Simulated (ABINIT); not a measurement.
An input for ABINIT 10.8.3 (InSe (R3m)):

```
acell 3*1.0 Angstrom
rprim 
  2.000000000018 1.154700538390 8.316666666700
  -2.000000000018 1.154700538390 8.316666666700
  -0.000000000000 -2.309401076779 8.316666666700
ntypat 2
znucl 49 34
natom 4
typat 1 1 2 2
xred 
  0.000000000000 0.000000000000 0.000000000000
  0.112200000000 0.112200000000 0.112200000000
  0.615500000000 0.615500000000 0.615500000000
  0.830000000000 0.830000000000 0.830000000000
pp_dirpath "pseudos"
pseudos "In.upf, Se.upf"
ecut 48
ngkpt 4 4 4
nshiftk 1
shiftk 0 0 0
kptopt 1
chksymbreak 0
iscf -2
irdden 1
istwfk *1
nband 107
nbdbuf 8
tolwfr 1e-09
nstep 60
prtvol 0
indata_prefix "in"
outdata_prefix "out"
tmpdata_prefix "tmp"
```

```sh
OMP_NUM_THREADS=1 mpirun -n 13 abinit run.abi > log
```

Question: How long will it take on 13 MPI ranks of Arm Neoverse N1, shared host, and how much memory?

It took 2.7 min; on shared hardware allow 80 s to 5.4 min. Peak host memory was 2.8 GiB.

[Paths, hosts, dates, memory and timing lines, banners, echoed tables and standing remarks are left out of the program output.]

[Logs are printed without paths, hosts, clocks, repeated set-up lines and the standing remarks that a program may print on its own settings, such as how far it seeks lower states.]

[Runs of the session that timed out or met a known fault of the program may be left out.]

[Hosts, paths, dates, database ids (printed as entryN), source tags and the programs' standing remarks are cut or masked in the printed files.]

[G0W0 gaps are taken among the corrected bands and points alone; a level outside them can change the order at an edge.]

[Where Ansatz stands beside ABINIT at settings called matched, ABINIT's density can come from a denser mesh and the files from another edition; pairs whose starting gaps differed by over 0.03 eV were left out, so agreement reads better than it is.]
